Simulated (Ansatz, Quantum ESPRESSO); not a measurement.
**KI (Fm-3m): third-order response**

Wanted: vibrational spectra of KI (Fm-3m) from linear and non-linear response.

Program: Quantum ESPRESSO 8.0 development, patched. Level of theory: DFT LDA, scalar-relativistic, plane waves, PseudoDojo norm-conserving pseudopotentials. Results are calculated unless marked as measured.

**1. Set-up**

Symmetry: Fm-3m, No. 225, cubic system. Conventional cell: a = 7.066 Å, b = 7.066 Å, c = 7.066 Å, α = 90.00°, β = 90.00°, γ = 90.00°. Nearest to K lie 6 I at 3.53 Å. Nearest to I lie 6 K at 3.53 Å. Farther neighbours and most contacts between anions are not listed.

As a file:

```
K I
1.0
    -3.53277    0.00000    3.53277
     0.00000    3.53277    3.53277
    -3.53277    3.53277    0.00000
K I
1 1
Direct
  0.00000 0.00000 0.00000
  0.50000 0.50000 0.50000
```

**2. A first look**

Before anything dear is run, a loose run with smearing shows whether this is a metal and how far the cell is from rest.

File probe.in:

```
 &control
    calculation='scf',
    prefix='x',
    outdir='./tmp',
    pseudo_dir='./pseudo',
    tprnfor=.true.,
    tstress=.true.,
    verbosity='high',
 /
 &system
    ibrav=2,
    celldm(1)=13.35195442,
    nat=2,
    ntyp=2,
    ecutwfc=72.0,
    occupations='smearing',
    smearing='gaussian',
    degauss=0.01,
 /
 &electrons
    conv_thr=1.0d-07,
    mixing_beta=0.7,
    electron_maxstep=100,
 /
ATOMIC_SPECIES
 K      39.0983  K.upf
 I     126.9045  I.upf
ATOMIC_POSITIONS crystal
 K      0.000000000   0.000000000   0.000000000
 I      0.500000000   0.500000000   0.500000000
K_POINTS automatic
 4 4 4 0 0 0
```

Launch:

```sh
$ OMP_NUM_THREADS=1 mpirun -n 2 pw.x -nk 2 -in probe.in > probe.out
```

Output:

```text
[banners, grids, parts of the stress and lines that vanish by symmetry left out]
Program PWSCF v.8.0dev
     bravais-lattice index     =            2
     lattice parameter (alat)  =      13.3520  a.u.
[...]
kinetic-energy cutoff     =      72.0000  Ry
     charge density cutoff     =     288.0000  Ry
     scf convergence threshold =      1.0E-07
[...]
Exchange-correlation= SLA-PW-NOGX-NOGC
                           (   1   4   0   0   0   0   0)
[...]
48 Sym. Ops., with inversion, found
[...]
(     0          1          0      )
                  (     0          0          1      )
[...]
(  0.0000000  1.0000000  0.0000000 )
                  (  0.0000000  0.0000000  1.0000000 )
[...]
(     1          0         -1      )
                  (     0          0         -1      )
[...]
(     0          1          0      )
[...]
( -1.0000000  0.0000000  0.0000000 )
                  (  0.0000000  1.0000000  0.0000000 )
[...]
number of k points=     8  Gaussian smearing, width (Ry)=  0.0100
[...]
c_bands:  2 eigenvalues not converged
     c_bands: 1 eigenvalues not converged on the other pools
[...]
End of self-consistent calculation
[...]
the Fermi energy is     3.5806 ev
!    total energy              =     -86.08744973 Ry
[...]
convergence has been achieved in   5 iterations
[...]
atom    1 type  1   force =     0.00000000   -0.00000000    0.00000000
     atom    2 type  2   force =     0.00000000    0.00000000   -0.00000000
[...]
Total force =     0.000000     Total SCF correction =     0.000000
[...]
total   stress  (Ry/bohr**3)                   (kbar)     P=      -13.14
[...]
XML data file, charge density, pseudopotentials, collected wavefunctions

   JOB DONE.
```

It took 4.5 s on 2 MPI ranks of Intel Xeon Platinum 8375C at 2.90GHz (Ice Lake), shared host.

This step gave:

```yaml
volume_per_atom: 44.09 Å³
pressure: -1.314 GPa
gap_on_the_k_mesh: 3.602 eV
```

A gap of 3.6 eV opens on this mesh, so the crystal is taken as an insulator; the start stands at -1.3 GPa.

**3. Relaxing the cell and atoms**

The relaxation runs at a cutoff a fifth above that of the response, since stress converges more slowly with the basis than frequencies do. Forces and stress are brought to rest with tight thresholds.

File relax.in:

```
 &control
    calculation='vc-relax',
    prefix='x',
    outdir='./tmp',
    pseudo_dir='./pseudo',
    tprnfor=.true.,
    tstress=.true.,
    forc_conv_thr=2.0d-05,
    etot_conv_thr=1.0d-07,
    nstep=40,
 /
 &system
    ibrav=2,
    celldm(1)=13.35195442,
    nat=2,
    ntyp=2,
    ecutwfc=86,
    occupations='fixed',
    nbnd=10,
 /
 &electrons
    conv_thr=1.0d-11,
    mixing_beta=0.7,
    electron_maxstep=100,
 /
 &ions
 /
 &cell
    press_conv_thr=0.2,
 /
ATOMIC_SPECIES
 K      39.0983  K.upf
 I     126.9045  I.upf
ATOMIC_POSITIONS crystal
 K      0.000000000   0.000000000   0.000000000
 I      0.500000000   0.500000000   0.500000000
K_POINTS automatic
 6 6 6 0 0 0
```

Launch:

```sh
$ OMP_NUM_THREADS=1 mpirun -n 2 pw.x -nk 2 -in relax.in > relax.out
```

Output:

```text
[banners, grids, parts of the stress and lines that vanish by symmetry left out]
[banner, memory and clock lines left out]
Program PWSCF v.8.0dev

[...]
kinetic-energy cutoff     =      86.0000  Ry
     charge density cutoff     =     344.0000  Ry
     scf convergence threshold =      1.0E-11
[...]
energy convergence thresh.=      1.0E-07
     force convergence thresh. =      2.0E-05
     press convergence thresh. =      2.0E-01
     Exchange-correlation= SLA-PW-NOGX-NOGC
                           (   1   4   0   0   0   0   0)
[...]
48 Sym. Ops., with inversion, found
[...]
number of k points=    16
[...]
End of self-consistent calculation
[...]
highest occupied, lowest unoccupied level (ev):     1.1084    4.7117
!    total energy              =     -86.08756510 Ry
[...]
convergence has been achieved in   9 iterations
[...]
atom    1 type  1   force =    -0.00000000   -0.00000000    0.00000000
     atom    2 type  2   force =     0.00000000    0.00000000    0.00000000
     Total force =     0.000000     Total SCF correction =     0.000000
[...]
total   stress  (Ry/bohr**3)                   (kbar)     P=      -13.18
[...]
number of bfgs steps    =   0
[...]
CELL_PARAMETERS (alat= 13.35195442)
[...]
ATOMIC_POSITIONS (crystal)
K                0.0000000000       -0.0000000000        0.0000000000
I                0.5000000000        0.5000000000        0.5000000000
[...]
New effective cutoffs (rho, wfc):  345.23   86.38
[...]
End of self-consistent calculation
[...]
highest occupied, lowest unoccupied level (ev):     1.1554    4.7739
!    total energy              =     -86.08791432 Ry
[...]
convergence has been achieved in   7 iterations
[...]
atom    1 type  1   force =     0.00000000    0.00000000   -0.00000000
     atom    2 type  2   force =    -0.00000000   -0.00000000    0.00000000
     Total force =     0.000000     Total SCF correction =     0.000000
[...]
total   stress  (Ry/bohr**3)                   (kbar)     P=      -12.56
[...]
number of bfgs steps    =   1
[...]
WARNING: bfgs curvature condition failed, Theta= 0.843
[...]
CELL_PARAMETERS (alat= 13.35195442)
[...]
ATOMIC_POSITIONS (crystal)
K               -0.0000000000        0.0000000000        0.0000000000
I                0.5000000000        0.5000000000        0.5000000000
[...]
New effective cutoffs (rho, wfc):  347.57   86.96
[...]
End of self-consistent calculation
[...]
highest occupied, lowest unoccupied level (ev):     1.2268    4.8686
!    total energy              =     -86.08840319 Ry
[...]
convergence has been achieved in   8 iterations
[...]
atom    1 type  1   force =     0.00000000    0.00000000    0.00000000
     atom    2 type  2   force =     0.00000000    0.00000000    0.00000000
     Total force =     0.000000     Total SCF correction =     0.000000
[...]
total   stress  (Ry/bohr**3)                   (kbar)     P=      -11.59
[...]
number of bfgs steps    =   2
[...]
CELL_PARAMETERS (alat= 13.35195442)
[...]
ATOMIC_POSITIONS (crystal)
[...]
New effective cutoffs (rho, wfc):  351.12   87.85
[...]
End of self-consistent calculation
[...]
highest occupied, lowest unoccupied level (ev):     1.7730    5.5937
!    total energy              =     -86.09050102 Ry
[...]
convergence has been achieved in   7 iterations
[...]
atom    1 type  1   force =    -0.00000000   -0.00000000   -0.00000000
     atom    2 type  2   force =     0.00000000    0.00000000   -0.00000000
     Total force =     0.000000     Total SCF correction =     0.000000
[...]
total   stress  (Ry/bohr**3)                   (kbar)     P=       -2.68
[...]
number of bfgs steps    =   5
[...]
New effective cutoffs (rho, wfc):  369.68   92.49
[...]
highest occupied, lowest unoccupied level (ev):     1.9271    5.7988
!    total energy              =     -86.09058710 Ry
[...]
convergence has been achieved in   9 iterations
[...]
atom    1 type  1   force =    -0.00000000   -0.00000000    0.00000000
     atom    2 type  2   force =    -0.00000000   -0.00000000   -0.00000000
     Total force =     0.000000     Total SCF correction =     0.000000
[...]
total   stress  (Ry/bohr**3)                   (kbar)     P=        0.31
[...]
number of bfgs steps    =   6
[...]
New effective cutoffs (rho, wfc):  369.18   92.37
[...]
highest occupied, lowest unoccupied level (ev):     1.9108    5.7771
!    total energy              =     -86.09058821 Ry
[...]
convergence has been achieved in   6 iterations
[...]
atom    1 type  1   force =     0.00000000    0.00000000    0.00000000
     atom    2 type  2   force =    -0.00000000   -0.00000000   -0.00000000
     Total force =     0.000000     Total SCF correction =     0.000000
[...]
total   stress  (Ry/bohr**3)                   (kbar)     P=       -0.01
[...]
number of bfgs steps    =   7
[...]
CELL_PARAMETERS (alat= 13.35195442)
[...]
ATOMIC_POSITIONS (crystal)
[...]
New effective cutoffs (rho, wfc):  369.20   92.37
[...]
End of self-consistent calculation
[...]
highest occupied, lowest unoccupied level (ev):     1.9114    5.7779
!    total energy              =     -86.09058821 Ry
[...]
convergence has been achieved in   4 iterations
[...]
atom    1 type  1   force =    -0.00000000    0.00000000    0.00000000
     atom    2 type  2   force =     0.00000000   -0.00000000    0.00000000
     Total force =     0.000000     Total SCF correction =     0.000000
[...]
total   stress  (Ry/bohr**3)                   (kbar)     P=       -0.00
[...]
bfgs converged in   9 scf cycles and   8 bfgs steps
[...]
End of BFGS Geometry Optimization
     Final enthalpy           =     -86.0905882133 Ry
     File ./tmp/x.bfgs deleted, as requested
[...]
CELL_PARAMETERS (alat= 13.35195442)
[...]
ATOMIC_POSITIONS (crystal)
K               -0.0000000000        0.0000000000       -0.0000000000
I                0.5000000000        0.5000000000        0.5000000000
[...]
Final scf calculation at the relaxed structure.
[...]
kinetic-energy cutoff     =      86.0000  Ry
     charge density cutoff     =     344.0000  Ry
     scf convergence threshold =      1.0E-13
[...]
press convergence thresh. =      2.0E-01
     Exchange-correlation= SLA-PW-NOGX-NOGC
                           (   1   4   0   0   0   0   0)
[...]
48 Sym. Ops., with inversion, found
[...]
number of k points=    16
[...]
End of self-consistent calculation
[...]
highest occupied, lowest unoccupied level (ev):     1.9114    5.7779
!    total energy              =     -86.09057398 Ry
[...]
convergence has been achieved in  11 iterations
[...]
atom    1 type  1   force =    -0.00000000   -0.00000000   -0.00000000
     atom    2 type  2   force =     0.00000000    0.00000000    0.00000000
     Total force =     0.000000     Total SCF correction =     0.000000
[...]
total   stress  (Ry/bohr**3)                   (kbar)     P=       -0.02
[...]
XML data file, charge density, pseudopotentials, collected wavefunctions
```

The job ended after 83 s (2 MPI ranks).

Relaxation path:

| step | energy less that of the first step (eV) | largest force (eV/Å) | pressure (GPa) | volume (Å³) |
| --- | --- | --- | --- | --- |
| 1 | 0.0000 | 0.0000 | -1.32 | 88.18 |
| 2 | -0.0048 | 0.0000 | -1.26 | 87.59 |
| 3 | -0.0114 | 0.0000 | -1.16 | 86.71 |
| 4 | -0.0203 | 0.0000 | -1.00 | 85.40 |
| 5 | -0.0308 | 0.0000 | -0.74 | 83.45 |
| 6 | -0.0399 | 0.0000 | -0.27 | 80.59 |
| 7 | -0.0411 | 0.0000 | 0.03 | 79.05 |
| 8 | -0.0411 | 0.0000 | 0.00 | 79.21 |
| 9 | -0.0411 | 0.0000 | 0.00 | 79.20 |
| 10 | -0.0409 | 0.0000 | 0.00 | 79.20 |

| conventional cell, symmetrised | before | after | change |
| --- | --- | --- | --- |
| a (Å) | 7.066 | 6.817 | -3.5 % |
| b (Å) | 7.066 | 6.817 | -3.5 % |
| c (Å) | 7.066 | 6.817 | -3.5 % |
| volume (Å³/atom) | 44.09 | 39.60 | -10.2 % |

Final coordinates:

```
CELL_PARAMETERS angstrom
-3.40853 0.00000 3.40853
0.00000 3.40853 3.40853
-3.40853 3.40853 0.00000
ATOMIC_POSITIONS crystal
K 0.00000 0.00000 0.00000
I 0.50000 0.50000 0.50000
```

The last row of the table of steps is pw.x's closing run on a basis chosen anew for the final cell, so its energy can jump.

This step gave:

```
volume per atom   : 39.60 Å³
pressure          : -0.002 GPa
gap on the k-mesh : 3.866 eV
```

The volume changes by -10.2 % from the cell with which this run began.

**4. Ground state**

The response is built on this ground state, so it is converged far tighter than an energy would need. With a gap, occupations are fixed, which also allows the response to an electric field.

File scf.in:

```
 &control
    calculation='scf',
    prefix='x',
    outdir='./tmp',
    pseudo_dir='./pseudo',
    tprnfor=.true.,
    tstress=.true.,
 /
 &system
    ibrav=2,
    celldm(1)=12.88235756,
    nat=2,
    ntyp=2,
    ecutwfc=72.0,
    occupations='fixed',
    nbnd=10,
 /
 &electrons
    conv_thr=1.0d-12,
    mixing_beta=0.7,
    electron_maxstep=100,
 /
ATOMIC_SPECIES
 K      39.0983  K.upf
 I     126.9045  I.upf
ATOMIC_POSITIONS crystal
 K      0.000000000   0.000000000   0.000000000
 I      0.500000000   0.500000000   0.500000000
K_POINTS automatic
 6 6 6 0 0 0
```

Launch:

```sh
$ OMP_NUM_THREADS=1 mpirun -n 2 pw.x -nk 2 -in scf.in > scf.out
```

Output:

```text
[banners, grids, parts of the stress and lines that vanish by symmetry left out]
[banner, memory and clock lines left out]
Program PWSCF v.8.0dev

[...]
kinetic-energy cutoff     =      72.0000  Ry
     charge density cutoff     =     288.0000  Ry
     scf convergence threshold =      1.0E-12
[...]
Exchange-correlation= SLA-PW-NOGX-NOGC
                           (   1   4   0   0   0   0   0)
[...]
48 Sym. Ops., with inversion, found
[...]
number of k points=    16
[...]
End of self-consistent calculation
[...]
highest occupied, lowest unoccupied level (ev):     1.9114    5.7779
!    total energy              =     -86.09054235 Ry
[...]
convergence has been achieved in  10 iterations
[...]
atom    1 type  1   force =    -0.00000000   -0.00000000   -0.00000000
     atom    2 type  2   force =     0.00000000    0.00000000    0.00000000
     Total force =     0.000000     Total SCF correction =     0.000000
[...]
total   stress  (Ry/bohr**3)                   (kbar)     P=       -0.03
[...]
XML data file, charge density, pseudopotentials, collected wavefunctions
```

Wall time 8.4 s (2 MPI ranks).

Numbers from this step:

```
pressure : -0.003000 GPa
```

The cell stands at -0.0030 GPa, close enough for phonons.

(Part 1 of 3 ends here.)

[Host names and launcher messages were left out of these logs when they were recorded.]

[Logs are printed without paths, hosts, clocks, repeated set-up lines and the standing remarks that a program may print on its own settings, such as how far it seeks lower states.]

[Hosts, paths, dates, database ids (printed as entryN), source tags and the programs' standing remarks are cut or masked in the printed files.]
